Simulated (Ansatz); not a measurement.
# LiMgInN2: complex band structure, part 4 of 4

A new crystal, LiMgInN2: structure, gap and complex bands. It is built by putting In for B in the LiMgBN2 structure of space group I-4m2, with the volume rescaled by atomic radii. The parent structure comes from the Materials Project.

Ansatz 0.2.0; PBE DFT, plane waves, PAW files (the session's first sound run).

So far, gap on the k-mesh (eV): step 3 (the bulk crystal and its band edges, PBE) 0.830; step 4 (complex bands, plane (001), k-mesh 6×6×6, PBE) 0.830; step 5 (complex bands, plane (110), PBE) 0.830; step 6 (LDA) 0.792.

The structure was built from a prototype and need not be the compound's stable phase.

## (7) Complex bands at another level

This step: LDA DFT, plane waves, PAW files; complex bands by layer matching along the plane's normal (Ansatz 0.2.0).

The complex bands at that level, over its own gap, at (0, 0) and (0.5, 0).

input.yaml

```yaml
crystal:
  lattice:
    - [3.853416093, 0.0, 0.0]
    - [0.0, 3.853416093, 0.0]
    - [1.926708047, 1.926708047, 5.674889285]
  atoms:
    - { symbol: Li, position: [0.25, 0.75, 0.5] }
    - { symbol: Mg, position: [0.75, 0.25, 0.5] }
    - { symbol: In, position: [0.5, 0.5, 0.0] }
    - { symbol: "N", position: [0.3263647534, 0.3263647534, 0.3472704932] }
    - { symbol: "N", position: [0.6736352466, 0.6736352466, 0.6527295068] }
kpoints:
  mp_grid: { grid: [6, 6, 6] }
scf:
  occupations: { method: fixed }
hamiltonian:
  xc: lda
output:
  eigenvalues: true
  transmission:
    leads: [[0, 0]]
    kpoints: [[0.0, 0.0], [0.5, 0.0]]
    e_range: [-1.0, 1.79]
    de: 0.07
```

Run with:

```sh
> ansatz run input.yaml --threads 2 --pin off --max-ram 4096MiB --backend cpu --events-out ev --progress --plain --runs-dir out
```

Numbers of over 12 decimals in the logs are rounded to 6 here.

The log of the run:

```text
[...]
Crystal: 5 atoms, lattice volume = 84.265 Å³
Basis set: ecut = 420 eV, 1655 PW (Γ)
Bands: 23, of which v1, the nominal top of the filled ones, is band 18 counted from 1 (17 counted from 0)
Symmetry: 8 space group operations
[...]
k-points: 30 of 216 (time reversal used)
[...]
SCF iter   1: F=—  HF=-8309.379487 eV  |F-HF|=—  |Δ(HF+E_count)|=         —  Δρ=1.06e-2  dr2=1.22e-1  ethr=1.77e-3  ⟨swp⟩=4.9  Hψ=2884  notcnv=0  defer=87
[...]
SCF iter   7: F=-8309.344033 eV  HF=-8309.344033 eV  |F-HF|=1.46e-9  |Δ(HF+E_count)|=   1.97e-8  Δρ=3.05e-6  dr2=1.24e-8  ethr=2.78e-10  ⟨swp⟩=8.2  Hψ=2368  notcnv=0
SCF 1 converged in 7 iterations: F = -8309.344033 eV  dr2 = 1.24e-8
[...]
transmission: 9 of 18 steps passed
transmission: 18 of 18 steps passed
SCF converged after 7 iterations
Free energy (F): -8309.344033 eV
[...]
Internal energy: -8309.344033 eV  (E = F + TS)
E sigma→0 (E₀):  -8309.344033 eV
Fermi energy:    4.487878 eV
[...]
--- Band table (eV; the first three rows and the last of 30) ---
  k-point 0: bands = [... 14 lower, 2.9922, 2.9922, 3.8885, 3.8885, 5.2796, 9.1178, 10.6623, 10.6623, ... 1 higher]
  k-point 1: bands = [... 14 lower, 2.8532, 2.8532, 4.0728, 4.0728, 5.5819, 9.0189, 10.6317, 10.6317, ... 1 higher]
  k-point 2: bands = [... 14 lower, 2.6576, 2.6576, 4.3618, 4.3618, 6.3277, 8.6456, 9.9015, 10.5640, ... 1 higher]
  k-point 29: bands = [... 14 lower, 2.2336, 2.2982, 3.1030, 3.6732, 7.0471, 7.3063, 8.0516, 8.8600, ... 1 higher]
--- Transmission ---
  basis      : 137 plane waves across, 9 finite elements along
  points     : 2, as listed
[...]
channels       : 0.000000e0 a spin
[...]
slowest decay  : 0.1944 /Å at (0.0000, 0.0000)
```

The job ended after 15 s (2 threads of Arm Neoverse V1, shared host; peak memory 0.4 GiB).

Numbers from this step:

- free energy: -8309.3440 eV
- Fermi energy: 4.488 eV
- gap on the k-mesh: 0.7918 eV
- level to which the leads are filled: 0.3959 eV from the Fermi level
- decay constant at the filling level, zone centre: 0.1944 Å⁻¹
- decay constant at the filling level, slowest listed point: 0.1944 Å⁻¹

K parallel (0, 0); values up to 1.5 1/Å, a degenerate pair printed once or twice; energies at which all values exceed this have no row. Table of Im kz of the slowest decaying states by energy, zero at the highest filled level on the SCF mesh:

```
energy (eV)  decay 1 (Å⁻¹)  decay 2 (Å⁻¹)  decay 3 (Å⁻¹)  decay 4 (Å⁻¹)
      -1.00          0.182          0.300          0.793              -
      -0.86          0.164          0.304          0.796              -
      -0.72          0.123          0.305          0.799              -
      -0.58          0.303          0.802              -              -
      -0.44          0.298          0.807              -              -
      -0.30          0.289          0.812              -              -
      -0.16          0.278          0.818              -              -
      -0.02          0.263          0.824           1.49              -
       0.12          0.171          0.245          0.832           1.47
       0.26          0.222          0.244          0.840           1.46
       0.40          0.194          0.295          0.848           1.44
       0.47          0.178          0.316          0.853           1.43
       0.61          0.136          0.351          0.863           1.41
       0.75         0.0658          0.381          0.875           1.39
       0.89          0.406          0.887           1.37              -
       1.03          0.428          0.902           1.35              -
       1.17          0.447          0.919           1.33              -
       1.31          0.463          0.938           1.31           1.49
       1.45          0.478          0.962           1.28           1.48
       1.59          0.491          0.992           1.25           1.46
       1.73          0.503           1.03           1.22           1.45
```

K parallel (0, 0). Re kz of states that move upwards against energy, zero at the highest filled level on the SCF mesh:

```
energy (eV)  channel 1 (Å⁻¹)  channel 2 (Å⁻¹)
      -1.00                -                -
      -0.93                -                -
      -0.79                -                -
      -0.72                -                -
      -0.65                -                -
      -0.51            0.122            0.122
      -0.44            0.170            0.170
      -0.37            0.213            0.213
      -0.23            0.298            0.298
      -0.16            0.345            0.345
      -0.09            0.400            0.400
      -0.02            0.484            0.484
       0.05                -                -
       0.12                -                -
       0.19                -                -
       0.33                -                -
       0.40                -                -
       0.54                -                -
       0.61                -                -
       0.68                -                -
       0.82           0.0554                -
       0.89            0.103                -
       0.96            0.136                -
       1.10            0.187                -
       1.17            0.208                -
       1.24            0.228                -
       1.38            0.265                -
       1.45            0.282                -
       1.52            0.298                -
       1.66            0.330                -
       1.73            0.345                -
```

K parallel (0.5, 0); values up to 1.5 1/Å, a degenerate pair printed once or twice; energies at which all values exceed this have no row. Im kz of the slowest decaying states against energy, zero at the highest filled level on the SCF mesh:

```
energy (eV)  decay 1 (Å⁻¹)  decay 2 (Å⁻¹)  decay 3 (Å⁻¹)
      -1.00          0.764           1.21              -
      -0.86         0.0277          0.763           1.20
      -0.72          0.113          0.710           1.19
      -0.58          0.153          0.623           1.17
      -0.51          0.169          0.725           1.17
      -0.37          0.194          0.805           1.15
      -0.23          0.214          0.848           1.14
      -0.09          0.229          0.876           1.13
      -0.02          0.236          0.887           1.12
       0.05          0.242          0.896           1.11
       0.19          0.252          0.911           1.10
       0.33          0.259          0.922           1.08
       0.40          0.262          0.927           1.08
       0.54          0.266          0.934           1.06
       0.68          0.267          0.939           1.05
       0.82          0.266          0.943           1.03
       0.96          0.261          0.945           1.01
       1.10          0.251          0.947          0.997
       1.24          0.234          0.947          0.978
       1.31          0.222          0.946          0.969
       1.45          0.181          0.945          0.950
       1.59         0.0375          0.929          0.943
       1.73          0.138          0.907          0.941
```

At the listed wavevectors the last open channel is at -0.02 eV and the next at +0.82 eV on the grid. At +0.40 eV, the grid energy nearest the filling level (the middle of the gap on the SCF mesh), the slowest state at the listed wavevectors decays with κ = 0.194 Å⁻¹, its amplitude falling by e over 5.1 Å; the first such run, plane (001), gave 0.203 Å⁻¹.

## (8) What came out

```
band gap                                         : 0.830 eV
least decay constant at mid-gap, normal to (001) : 0.203 Å⁻¹
least decay constant at mid-gap, normal to (110) : 0.153 Å⁻¹
least decay constant, LDA                        : 0.194 Å⁻¹
```

With PBE, the slowest decay at the wavevectors tried is κ = 0.153 Å⁻¹, normal to (110). Through such a film the transmission near mid-gap falls as exp(−2κd), a factor of ten every 7.5 Å. The decay depends on direction: 1.3 times faster normal to (001). A free electron under a barrier of half the gap would need a mass of 0.21 mₑ to decay at this rate. With LDA the gap goes from 0.830 to 0.792 eV and the decay constant, over the first 2 listed wavevectors, from 0.203 to 0.194 Å⁻¹. The compound is made up by substitution; its stability against other phases and against distortions of the cell's symmetry was not tested. A semilocal functional narrows gaps, so real decay constants are likely larger.

[Logs are printed without paths, hosts, clocks, repeated set-up lines and the standing remarks that a program may print on its own settings, such as how far it seeks lower states.]

[Hosts, paths, dates, database ids (printed as entryN), source tags and the programs' standing remarks are cut or masked in the printed files.]
